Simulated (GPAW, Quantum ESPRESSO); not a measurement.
# S K ELNES/XANES of ZrS (Fm-3m) from DFT

Aim: the S K edge of ZrS (Fm-3m) by two routes, a Lanczos recursion (XSpectra) and a sum over empty bands (GPAW), to see which features are robust.

Main program and level: Quantum ESPRESSO 7.5; core-hole supercells, plane-wave PAW LDA (first program; GPAW 26.7.0 follows as the second).

Most raw output is cut from this account.

The database entry behind the starting cell differs from later determinations by our own check (an axis about 1.9 % long against later determinations), so it need not match the best structure at ambient conditions.

## (1) Set-up

It takes space group Fm-3m (No. 225, cubic). Conventional cell: a = 5.250 Å, b = 5.250 Å, c = 5.250 Å, α = 90.00°, β = 90.00°, γ = 90.00°. Nearest to Zr lie 6 S at 2.62 Å. Nearest to S lie 6 Zr at 2.62 Å. Farther neighbours and most contacts between anions are not listed.

## (2) The field without a hole (Quantum ESPRESSO)

The ground state comes first: it tells whether the system has a gap, which decides how the excited electron is treated.

The input, scf.in:

```
&control
   calculation='scf', prefix='x', pseudo_dir='../pp', outdir='tmp', tprnfor=.true.
/
&system
   ibrav=0, nat=2, ntyp=2, nbnd=13
   ecutwfc=46, ecutrho=300
   occupations='smearing', smearing='mv', degauss=0.015
/
&electrons
   conv_thr=2.0e-08, electron_maxstep=120
   mixing_beta=0.5
/
ATOMIC_SPECIES
Zr 1.0 Zr.lda-spn-kjpaw.UPF
S3 1.0 S.lda-nl-kjpaw.UPF
CELL_PARAMETERS angstrom
  0.00000000 2.62500000 2.62500000
  2.62500000 0.00000000 2.62500000
  2.62500000 2.62500000 0.00000000
ATOMIC_POSITIONS crystal
Zr   0.00000000 0.00000000 0.00000000
S3   0.50000000 0.50000000 0.50000000
K_POINTS automatic
9 9 9 0 0 0
```

The input, Zr.lda-spn-kjpaw.ld1.in:

```
&input
   title='Zr', zed=40., rel=1, iswitch=3, dft='PZ',
   config='[Kr] 5s2 5p0 4d2'
/
&inputp
   file_pseudopw='Zr.lda-spn-kjpaw.UPF', author='',
   lpaw=.true.,
   pseudotype=3,
   lloc=-1,
   rcloc=1.5,
   which_augfun='PSQ',
   rmatch_augfun_nc=.true.,
   nlcc=.true.,
   new_core_ps=.true.,
   rcore=1.2,
   tm=.true.,
   lgipaw_reconstruction=.true., use_paw_as_gipaw=.true.
/
6
4S  1  0  2.00  0.00  1.20  1.30  0.0
5S  2  0  2.00  0.00  1.20  1.30  0.0
4P  2  1  6.00  0.00  1.20  1.50  0.0
5P  3  1  0.00  0.00  1.20  1.50  0.0
4D  3  2  2.00  0.00  1.20  1.60  0.0
4D  3  2  0.00  0.50  1.20  1.60  0.0
```

The input, S.lda-nl-kjpaw.ld1.in:

```
&input
   title='S', zed=16., rel=1, iswitch=3, dft='PZ',
   config='[Ne] 3s2 3p4 3d-1'
/
&inputp
   file_pseudopw='S.lda-nl-kjpaw.UPF', author='',
   lpaw=.true.,
   pseudotype=3,
   lloc=2,
   which_augfun='PSQ',
   rmatch_augfun_nc=.true.,
   nlcc=.true.,
   new_core_ps=.true.,
   rcore=1.5,
   tm=.true.,
   lgipaw_reconstruction=.true., use_paw_as_gipaw=.true.
/
5
3S  1  0  2.00  0.00  1.50  1.70  0.0
3S  1  0  0.00  6.00  1.50  1.70  0.0
3P  2  1  4.00  0.00  1.50  1.70  0.0
3P  2  1  0.00  3.00  1.50  1.70  0.0
3D  3  2  0.00  1.50  1.60  1.60  0.0
```

Launch:

```bash
OMP_NUM_THREADS=1 mpirun --oversubscribe --bind-to none -np 4 pw.x -nk 4 -in scf.in > scf.out
```

Elapsed: 3.8 s, on 4 MPI ranks of Arm Neoverse V1, shared host; peak memory 0.07 GiB; 15 s of CPU time.

Absorbing atoms carry a label of their own (element plus a letter or digit), as the spectrum program needs them as separate species.

The mesh shows no gap, so the system is treated as a metal and the core electron is put at the Fermi level (neutral cell).

## (3) Spectrum without a core hole, S atom 2 (Quantum ESPRESSO)

Without a hole the spectrum is the empty density of states of the right symmetry on the absorber, weighted by matrix elements. It needs only the small cell and serves as the baseline.

The absorber has 6 Zr at 2.62 Å (octahedral, site symmetry m-3m).

The input, xspectra.in:

```
&input_xspectra
   calculation='xanes_dipole', edge='K'
   prefix='x', outdir='tmp', xiabs=2, xe0=14.3475
   xonly_plot=.false., x_save_file='xanes.sav'
   xniter=3000, xcheck_conv=20, xerror=0.005
   xcoordcrys=.false., xepsilon(1)=1, xepsilon(2)=0, xepsilon(3)=0
/
&plot
   xnepoint=413, xemin=-10, xemax=45, terminator=.true., cut_occ_states=.true.
   xgamma=0.4
/
&pseudos
   filecore='../S.wfc'
/
&cut_occ
   cut_desmooth=0.1, cut_stepl=0.05, cut_stepu=0.05, cut_ierror=1e-5
/
10 10 10 0 0 0
```

Launch:

```bash
OMP_NUM_THREADS=1 mpirun --oversubscribe --bind-to none -np 4 xspectra.x -nk 4 -in xspectra.in > xspectra.out
```

Wall time 35 s (4 MPI ranks); peak memory 0.11 GiB.

The S K spectrum, S atom 2, no core hole (energy from the energy zero of the input (xe0, at the border of filled and empty states); intensity scaled to a mean of 1 over the first 20 eV; the points at xe0, where the cut of filled states can leave a spike, are interpolated):

| E (eV) | intensity |
| --- | --- |
| -2.00 | 0.06 |
| -1.25 | 0.09 |
| -0.50 | 0.19 |
| 0.25 | 0.58 |
| 1.00 | 0.84 |
| 1.75 | 1.15 |
| 2.50 | 1.01 |
| 3.25 | 0.98 |
| 4.00 | 0.94 |
| 4.75 | 1.07 |
| 5.50 | 1.31 |
| 6.25 | 1.20 |
| 7.00 | 1.58 |
| 7.75 | 1.79 |
| 8.50 | 1.57 |
| 9.25 | 1.44 |
| 10.00 | 0.98 |
| 10.75 | 0.68 |
| 11.50 | 0.77 |
| 12.25 | 0.89 |
| 13.00 | 1.04 |
| 13.75 | 0.72 |
| 14.50 | 0.56 |
| 15.25 | 0.70 |
| 16.00 | 0.68 |
| 16.75 | 0.76 |
| 17.50 | 0.97 |
| 18.25 | 1.07 |
| 19.00 | 0.90 |
| 19.75 | 0.74 |
| 20.50 | 0.63 |
| 21.25 | 0.60 |
| 22.00 | 0.64 |
| 22.75 | 0.82 |
| 23.50 | 0.71 |
| 24.25 | 0.89 |
| 25.00 | 0.70 |
| 25.75 | 0.68 |
| 26.50 | 0.96 |
| 27.25 | 1.51 |
| 28.00 | 1.47 |
| 28.75 | 1.52 |
| 29.50 | 1.53 |
| 30.25 | 1.32 |
| 31.00 | 1.12 |
| 31.75 | 0.90 |

Main maxima below 24 eV (height): 1.7 eV (1.15), 5.5 eV (1.31), 7.6 eV (1.86), 9.0 eV (1.62), 12.7 eV (1.11) and 18.0 eV (1.08). A K edge sees empty p states; the first features are S p mixed into the empty d states of the Zr neighbours, and the broad ones above probably into the cations' higher empty bands.

## (4) Another broadening

The final state's lifetime shortens with energy, so measured features broaden above the edge; the saved Lanczos coefficients are redrawn with a width that grows.

The input, xspectra_plot.in:

```
&input_xspectra
   calculation='xanes_dipole', edge='K'
   prefix='x', outdir='tmp', xiabs=2, xe0=14.3475
   xonly_plot=.true., x_save_file='xanes.sav'
   xniter=3000, xcheck_conv=20, xerror=0.005
   xcoordcrys=.false., xepsilon(1)=1, xepsilon(2)=0, xepsilon(3)=0
/
&plot
   xnepoint=413, xemin=-10, xemax=45, terminator=.true., cut_occ_states=.true.
   gamma_mode='variable', gamma_energy(1)=4, gamma_energy(2)=25, gamma_value(1)=0.3, gamma_value(2)=2.5
/
&pseudos
   filecore='../S.wfc'
/
&cut_occ
   cut_desmooth=0.1, cut_stepl=0.05, cut_stepu=0.05, cut_ierror=1e-5
/
10 10 10 0 0 0
```

Launch:

```bash
OMP_NUM_THREADS=1 xspectra.x -in xspectra_plot.in > xspectra_plot.out
```

Elapsed: 9 s, on 1 MPI rank; peak memory 0.1 GiB.

With a Lorentzian half width 0.3 eV up to 4 eV, rising linearly to 2.5 eV at 25 eV, the maxima are 1.7 eV (1.25), 2.8 eV (1.06), 5.5 eV (1.30), 7.5 eV (1.66), 12.6 eV (0.89) and 18.0 eV (0.85).

## (5) Reference energy of the supercell (Quantum ESPRESSO)

The photon energy needs a difference of total energies, so the cell and mesh of the coming hole run are first run without a hole.

The input, scf.in:

```
&control
   calculation='scf', prefix='x', pseudo_dir='../pp', outdir='tmp', tprnfor=.true.
/
&system
   ibrav=0, nat=12, ntyp=2, nbnd=66
   ecutwfc=46, ecutrho=300
   occupations='smearing', smearing='mv', degauss=0.015
/
&electrons
   conv_thr=1.2e-07, electron_maxstep=120
   mixing_beta=0.5
/
ATOMIC_SPECIES
Zr 1.0 Zr.lda-spn-kjpaw.UPF
S 1.0 S.lda-nl-kjpaw.UPF
CELL_PARAMETERS angstrom
  2.62500000 5.25000000 2.62500000
  5.25000000 -2.62500000 -2.62500000
  2.62500000 2.62500000 -5.25000000
ATOMIC_POSITIONS crystal
Zr   0.00000000 0.00000000 0.00000000
Zr   0.50000000 0.16666667 0.16666667
Zr   0.00000000 0.33333333 0.33333333
Zr   0.50000000 0.50000000 0.50000000
Zr   0.00000000 0.66666667 0.66666667
Zr   0.50000000 0.83333333 0.83333333
S    0.75000000 0.25000000 0.75000000
S    0.25000000 0.41666667 0.91666667
S    0.75000000 0.58333333 0.08333333
S    0.25000000 0.75000000 0.25000000
S    0.75000000 0.91666667 0.41666667
S    0.25000000 0.08333333 0.58333333
K_POINTS automatic
4 5 5 0 0 0
```

Launch:

```bash
OMP_NUM_THREADS=1 mpirun --oversubscribe --bind-to none -np 4 pw.x -nk 4 -in scf.in > scf.out
```

The job ended after 3 min (4 MPI ranks; peak memory 0.33 GiB).

Reference energy: -651931.719 eV with the cores included.

## (6) The atom with a core hole (Quantum ESPRESSO)

The final state has one core electron fewer, so a PAW data set is made for an atom with that hole.

The input, S.lda-nl-kjpaw-1sch.ld1.in:

```
&input
   title='S', zed=16., rel=1, iswitch=3, dft='PZ',
   config='1s1 2s2 2p6 3s2 3p5 3d-1'
/
&inputp
   file_pseudopw='S.lda-nl-kjpaw-1sch.UPF', author='',
   lpaw=.true.,
   pseudotype=3,
   lloc=2,
   which_augfun='PSQ',
   rmatch_augfun_nc=.true.,
   nlcc=.true.,
   new_core_ps=.true.,
   rcore=1.5,
   tm=.true.,
   zval=7,
   lgipaw_reconstruction=.true., use_paw_as_gipaw=.true.
/
5
3S  1  0  2.00  0.00  1.50  1.70  0.0
3S  1  0  0.00  6.00  1.50  1.70  0.0
3P  2  1  5.00  0.00  1.50  1.70  0.0
3P  2  1  0.00  3.00  1.50  1.70  0.0
3D  3  2  0.00  1.50  1.60  1.60  0.0
```

Launch:

```bash
ld1.x < S.lda-nl-kjpaw-1sch.ld1.in > S.lda-nl-kjpaw-1sch.ld1.out
```

Wall time 0.71 s (1 MPI rank); peak memory 0.12 GiB.

Removing the core electron and adding it to the valence shell costs the free atom 2471.4 eV.

## (7) Supercell with XCH, S atom 2 (Quantum ESPRESSO)

The holes are 6.4 Å apart. The excited electron is kept in the cell, where it fills the lowest empty states and screens the hole.

scf.in: that of step 5 with these lines changed.

```diff
@@ -4,3 +4,3 @@
 &system
-   ibrav=0, nat=12, ntyp=2, nbnd=66
+   ibrav=0, nat=12, ntyp=3, nbnd=68
    ecutwfc=46, ecutrho=300
@@ -14,2 +14,3 @@
 Zr 1.0 Zr.lda-spn-kjpaw.UPF
+S0 1.0 S.lda-nl-kjpaw-1sch.UPF
 S 1.0 S.lda-nl-kjpaw.UPF
@@ -26,3 +27,3 @@
 Zr   0.50000000 0.83333333 0.83333333
-S    0.75000000 0.25000000 0.75000000
+S0   0.75000000 0.25000000 0.75000000
 S    0.25000000 0.41666667 0.91666667
```

Launch:

```bash
OMP_NUM_THREADS=1 mpirun --oversubscribe --bind-to none -np 4 pw.x -nk 4 -in scf.in > scf.out
```

Run time: 3.1 min. Hardware: 4 MPI ranks; peak memory 0.34 GiB.

Energy with the hole: -649456.011 eV, cores included.

## (8) Spectrum with XCH, S atom 2 (Quantum ESPRESSO)

The Lanczos recursion gives the spectrum without computing empty bands; each polarisation needs a run of its own on the full k mesh. xe0 is set between filled and empty states, and states below it are cut, here at the Fermi level, which holds the excited electron. The file of filecore holds the core orbital, taken from the hole-free data set.

xspectra.in: that of step 3 with these lines changed.

```diff
@@ -2,3 +2,3 @@
    calculation='xanes_dipole', edge='K'
-   prefix='x', outdir='tmp', xiabs=2, xe0=14.3475
+   prefix='x', outdir='tmp', xiabs=2, xe0=14.4992
    xonly_plot=.false., x_save_file='xanes.sav'
@@ -17,2 +17,2 @@
 /
-10 10 10 0 0 0
+5 6 6 0 0 0
```

xspectra_1.in, as its differences from xspectra.in of step 8:

```diff
@@ -5,3 +5,3 @@
    xniter=3000, xcheck_conv=20, xerror=0.005
-   xcoordcrys=.false., xepsilon(1)=1, xepsilon(2)=0, xepsilon(3)=0
+   xcoordcrys=.false., xepsilon(1)=0, xepsilon(2)=1, xepsilon(3)=0
 /
```

Launch:

```bash
OMP_NUM_THREADS=1 mpirun --oversubscribe --bind-to none -np 4 xspectra.x -nk 4 -in xspectra.in > xspectra.out
```

Run time: 8.7 min. Hardware: 4 MPI ranks; peak memory 0.19 GiB; 35 min of CPU time.

The S K spectrum, S atom 2, excited-electron core hole (neutral cell) (energy from the energy zero of the input (xe0, at the border of filled and empty states); intensity scaled to a mean of 1 over the first 20 eV; the points at xe0, where the cut of filled states can leave a spike, are interpolated):

| E (eV) | intensity |
| --- | --- |
| -2.0 | 0.07 |
| -1.4 | 0.10 |
| -0.8 | 0.17 |
| -0.2 | 0.42 |
| 0.4 | 0.85 |
| 1.0 | 1.18 |
| 1.6 | 1.32 |
| 2.2 | 1.12 |
| 2.8 | 1.05 |
| 3.4 | 1.08 |
| 4.0 | 1.16 |
| 4.6 | 1.40 |
| 5.2 | 1.49 |
| 5.8 | 1.30 |
| 6.4 | 1.66 |
| 7.0 | 1.76 |
| 7.6 | 1.37 |
| 8.2 | 1.24 |
| 8.8 | 1.10 |
| 9.4 | 0.82 |
| 10.0 | 0.64 |
| 10.6 | 0.60 |
| 11.2 | 0.69 |
| 11.8 | 0.78 |
| 12.4 | 1.01 |
| 13.0 | 0.72 |
| 13.6 | 0.57 |
| 14.2 | 0.64 |
| 14.8 | 0.72 |
| 15.4 | 0.67 |
| 16.0 | 0.73 |
| 16.6 | 0.89 |
| 17.2 | 1.07 |
| 17.8 | 1.04 |
| 18.4 | 0.93 |
| 19.0 | 0.83 |
| 19.6 | 0.71 |
| 20.2 | 0.62 |
| 20.8 | 0.64 |
| 21.4 | 0.68 |
| 22.0 | 0.81 |
| 22.6 | 0.94 |
| 23.2 | 0.90 |
| 23.8 | 0.97 |
| 24.4 | 0.89 |
| 25.0 | 0.83 |
| 25.6 | 0.96 |
| 26.2 | 1.37 |
| 26.8 | 1.80 |
| 27.4 | 1.72 |
| 28.0 | 1.57 |
| 28.6 | 1.31 |
| 29.2 | 1.23 |
| 29.8 | 1.17 |
| 30.4 | 1.02 |
| 31.0 | 0.82 |
| 31.6 | 0.69 |

Main maxima below 24 eV (height): 1.5 eV (1.34), 5.0 eV (1.55), 6.8 eV (1.83), 12.4 eV (1.02), 17.2 eV (1.07) and 23.8 eV (0.97). 

The total-energy difference is 2475.71 eV. One term is added: -16.82 eV, since the hole is spin-paired here and a spin-polarised one costs that much less in the free atom (computed apart). The photon energy is then 2458.89 eV. The functional leaves an error in such absolute values: in the free atom LDA prices this hole 9.1 eV below PBE (computed apart), and PBE is itself good to a few eV.

## (9) Another broadening

xspectra_plot.in: that of step 4 with these lines changed.

```diff
@@ -2,3 +2,3 @@
    calculation='xanes_dipole', edge='K'
-   prefix='x', outdir='tmp', xiabs=2, xe0=14.3475
+   prefix='x', outdir='tmp', xiabs=2, xe0=14.4992
    xonly_plot=.true., x_save_file='xanes.sav'
@@ -17,2 +17,2 @@
 /
-10 10 10 0 0 0
+5 6 6 0 0 0
```

Launch:

```bash
OMP_NUM_THREADS=1 xspectra.x -in xspectra_plot.in > xspectra_plot.out
```

Elapsed: 5.5 s, on 1 MPI rank; peak memory 0.05 GiB.

With a Lorentzian half width 0.3 eV up to 4 eV, rising linearly to 2.5 eV at 25 eV, the maxima are 1.5 eV (1.43), 5.0 eV (1.55), 6.7 eV (1.66), 12.3 eV (0.81) and 17.5 eV (0.86).

## (10) The field without a hole (GPAW)

The second program starts from its own ground state, on the same cell and functional.

The input, scf.py:

```python
import numpy as np
from ase import Atoms
from ase.parallel import parprint, paropen
from gpaw import GPAW, PW, FermiDirac, Mixer, MixerDif, setup_paths
from gpaw.test import gen
setup_paths.insert(0, '.')
gen('S', name='nch1s', xcname='LDA', corehole=(1, 0, 0), write_xml=True)
from gpaw.mpi import world
world.barrier()

atoms = Atoms('ZrS',
    cell=[[0, 2.625, 2.625],
     [2.625, 0, 2.625],
     [2.625, 2.625, 0]],
    scaled_positions=[[0, 0, 0],
     [0.5, 0.5, 0.5]],
    pbc=True)
atoms.calc = calc = GPAW(legacy_gpaw=True, mode=PW(500), xc='LDA', setups={1: 'nch1s'},
    kpts={'size': (8, 8, 8), 'gamma': True}, occupations=FermiDirac(0.05),
    charge=0, mixer=Mixer(0.1, 5, 50), maxiter=150,
    convergence={'density': 0.0001}, txt='scf.txt')
energy = atoms.get_potential_energy() + calc.get_reference_energy()
ef = calc.get_fermi_level()
out = dict(energy=energy, fermi=ef, forces=atoms.get_forces().tolist())
parprint(f'all-electron energy {energy:.4f} eV, Fermi level {ef:.4f} eV')
ev = np.array([[calc.get_eigenvalues(k, s) for k in range(len(calc.get_ibz_k_points()))] for s in range(calc.get_number_of_spins())])
out['homo'], out['lumo'], out['counts'] = ev[ev < ef].max(), ev[ev > ef].min(), sorted(set((ev < ef).sum((0, 2)).tolist()))
out['filled'] = (ev[:, 0] < ef).sum(1).tolist()
import json
with paropen('out.json', 'w') as f:
    json.dump(out, f)
```

Launch:

```bash
OMP_NUM_THREADS=1 mpirun -n 4 gpaw python scf.py
```

It took 5.3 s on 4 MPI ranks; peak memory 0.17 GiB.

The mesh shows no gap, so the system is treated as a metal and the core electron is put at the Fermi level (neutral cell).

## (11) Spectrum without a core hole, S atom 2 (GPAW)

Without a hole the spectrum is the empty density of states of the right symmetry on the absorber, weighted by matrix elements. It needs only the small cell and serves as the baseline. The data set with a hole of occupation 0 only carries the core orbital.

The input, xas.py:

```python
import numpy as np
from ase import Atoms
from ase.parallel import parprint, paropen
from gpaw import GPAW, PW, FermiDirac, Mixer, MixerDif, setup_paths
from gpaw.test import gen
setup_paths.insert(0, '.')
gen('S', name='nch1s', xcname='LDA', corehole=(1, 0, 0), write_xml=True)
from gpaw.mpi import world
world.barrier()

atoms = Atoms('ZrS',
    cell=[[0, 2.625, 2.625],
     [2.625, 0, 2.625],
     [2.625, 2.625, 0]],
    scaled_positions=[[0, 0, 0],
     [0.5, 0.5, 0.5]],
    pbc=True)
atoms.calc = calc = GPAW(legacy_gpaw=True, mode=PW(500), xc='LDA', setups={1: 'nch1s'},
    kpts={'size': (11, 11, 11), 'gamma': True}, occupations=FermiDirac(0.1),
    charge=0, mixer=Mixer(0.1, 5, 50), maxiter=150,
    convergence={'density': 0.0001}, txt='scf.txt')
energy = atoms.get_potential_energy() + calc.get_reference_energy()
ef = calc.get_fermi_level()
out = dict(energy=energy, fermi=ef, forces=atoms.get_forces().tolist())
parprint(f'all-electron energy {energy:.4f} eV, Fermi level {ef:.4f} eV')
ev = np.array([[calc.get_eigenvalues(k, s) for k in range(len(calc.get_ibz_k_points()))] for s in range(calc.get_number_of_spins())])
out['homo'], out['lumo'], out['counts'] = ev[ev < ef].max(), ev[ev > ef].min(), sorted(set((ev < ef).sum((0, 2)).tolist()))
out['filled'] = (ev[:, 0] < ef).sum(1).tolist()

from ase.units import Ha
from gpaw.xas import dipole_matrix_elements
nb = int(calc.get_number_of_electrons() / 2) + 30
top = nb
nscf = calc.fixed_density(kpts={'size': (10, 10, 10), 'gamma': True},
    convergence={'eigenstates': 1.0}, txt='nscf.txt')
nscf.diagonalize_full_hamiltonian(nbands=nb)
cell = atoms.cell.array
ops = [cell.T @ U.T @ np.linalg.inv(cell.T) for U in nscf.wfs.kd.symmetry.op_scc]
E = np.arange(-25, 34, 0.1)
fwhm = np.interp(E, [4, 25], [0.9, 3.5])
Y, X, zero, highest = 0, 0, 1e9, 1e9
for spin in range(nscf.get_number_of_spins()):
    wfs = nscf.wfs
    A = dipole_matrix_elements(wfs.setups[1])
    eps = np.zeros((wfs.kd.nibzkpts, nb))
    d = np.zeros((3, A.shape[1], wfs.kd.nibzkpts, nb), complex)
    for kpt in wfs.kpt_u:
        if kpt.s == spin and 1 in kpt.P_ani:
            eps[kpt.k] = kpt.eps_n * Ha
            d[:, :, kpt.k] = (kpt.weight * wfs.nspins / 2) ** 0.5 * np.inner(A, kpt.P_ani[1])
    world.sum(eps)
    world.sum(d)
    T = np.einsum('amkn,bmkn->abkn', d, d.conj()).real
    T = sum(np.einsum('ai,ijkn,bj->abkn', R, T, R) for R in ops) / len(ops)
    empty = eps > ef
    zero, highest = min(zero, eps[empty].min()), min(highest, eps[:, top - 1].min())
    lines = [(eps, T, empty)] if spin == 0 else lines + [(eps, T, empty)]
for eps, T, empty in lines:
    f = np.einsum('aakn->akn', T).reshape(3, -1)
    x = eps.ravel() - zero
    w = np.interp(x, E, fwhm) / 2.35482
    g = np.exp(-0.5 * ((E[:, None] - x) / w) ** 2) / (w * (2 * np.pi) ** 0.5)
    Y = Y + (f * empty.ravel()) @ g.T
    X = X + (f * ~empty.ravel()) @ g.T
out.update(E=E.round(2).tolist(), xas=Y.tolist(), xes=X.tolist(), zero=zero, valid=highest - zero, nk=len(eps), nb=nb)
for i in range(0, len(E), 10):
    parprint(f'{E[i]:7.2f}', *(f'{v:10.3e}' for v in Y[:, i]))
import json
with paropen('out.json', 'w') as f:
    json.dump(out, f)
```

Launch:

```bash
OMP_NUM_THREADS=1 mpirun -n 4 gpaw python xas.py
```

Wall time 36 s (4 MPI ranks); peak memory 0.28 GiB; 2.4 min of CPU time.

The S K spectrum, S atom 2, no core hole (energy from the lowest empty level; intensity scaled to a mean of 1 over the first 20 eV):

| E (eV) | intensity |
| --- | --- |
| -2.00 | 0.00 |
| -1.25 | 0.00 |
| -0.50 | 0.08 |
| 0.25 | 0.61 |
| 1.00 | 0.96 |
| 1.75 | 1.31 |
| 2.50 | 1.06 |
| 3.25 | 0.95 |
| 4.00 | 0.92 |
| 4.75 | 1.13 |
| 5.50 | 1.29 |
| 6.25 | 1.25 |
| 7.00 | 1.73 |
| 7.75 | 1.88 |
| 8.50 | 1.66 |
| 9.25 | 1.33 |
| 10.00 | 0.87 |
| 10.75 | 0.66 |
| 11.50 | 0.73 |
| 12.25 | 0.88 |
| 13.00 | 0.88 |
| 13.75 | 0.71 |
| 14.50 | 0.60 |
| 15.25 | 0.61 |
| 16.00 | 0.68 |
| 16.75 | 0.78 |
| 17.50 | 0.88 |
| 18.25 | 0.90 |
| 19.00 | 0.82 |
| 19.75 | 0.70 |
| 20.50 | 0.62 |
| 21.25 | 0.60 |
| 22.00 | 0.63 |
| 22.75 | 0.66 |
| 23.50 | 0.68 |
| 24.25 | 0.68 |
| 25.00 | 0.70 |
| 25.75 | 0.77 |
| 26.50 | 0.92 |
| 27.25 | 1.12 |
| 28.00 | 1.32 |
| 28.75 | 1.44 |
| 29.50 | 1.45 |
| 30.25 | 1.34 |
| 31.00 | 1.17 |
| 31.75 | 0.99 |

Main maxima below 24 eV (height): 1.7 eV (1.31), 5.4 eV (1.30), 7.5 eV (1.90), 12.6 eV (0.91) and 18.0 eV (0.91). 

The same matrix elements for filled bands give the S K emission of S atom 2 (ground-state approximation; energy from the lowest empty level, largest value 1):

| E (eV) | emission |
| --- | --- |
| -24.00 | 0.00 |
| -23.25 | 0.00 |
| -22.50 | 0.00 |
| -21.75 | 0.00 |
| -21.00 | 0.00 |
| -20.25 | 0.00 |
| -19.50 | 0.00 |
| -18.75 | 0.00 |
| -18.00 | 0.00 |
| -17.25 | 0.00 |
| -16.50 | 0.00 |
| -15.75 | 0.00 |
| -15.00 | 0.00 |
| -14.25 | 0.00 |
| -13.50 | 0.00 |
| -12.75 | 0.00 |
| -12.00 | 0.00 |
| -11.25 | 0.00 |
| -10.50 | 0.00 |
| -9.75 | 0.00 |
| -9.00 | 0.00 |
| -8.25 | 0.02 |
| -7.50 | 0.19 |
| -6.75 | 0.39 |
| -6.00 | 0.80 |
| -5.25 | 0.84 |
| -4.50 | 0.36 |
| -3.75 | 0.07 |
| -3.00 | 0.01 |
| -2.25 | 0.03 |
| -1.50 | 0.04 |
| -0.75 | 0.06 |
| 0.00 | 0.03 |
| 0.75 | 0.00 |
| 1.50 | 0.00 |
| 2.25 | 0.00 |
| 3.00 | 0.00 |

Emission maxima: -5.6 eV (1.00).

(Continued in part 2 of 2.)

[Logs are printed without paths, hosts, clocks, repeated set-up lines and the standing remarks that a program may print on its own settings, such as how far it seeks lower states.]

[Hosts, paths, dates, database ids (printed as entryN), source tags and the programs' standing remarks are cut or masked in the printed files.]

[Lists of maxima count a maximum above −3 eV only where it reaches 4 % of the highest in the window and stands out from its surroundings by 2 % of it (1.5 % where it reaches 55 %); shoulders and weaker maxima are passed over, and of the rest the first, up to two pre-edge ones and the few strongest are named.]
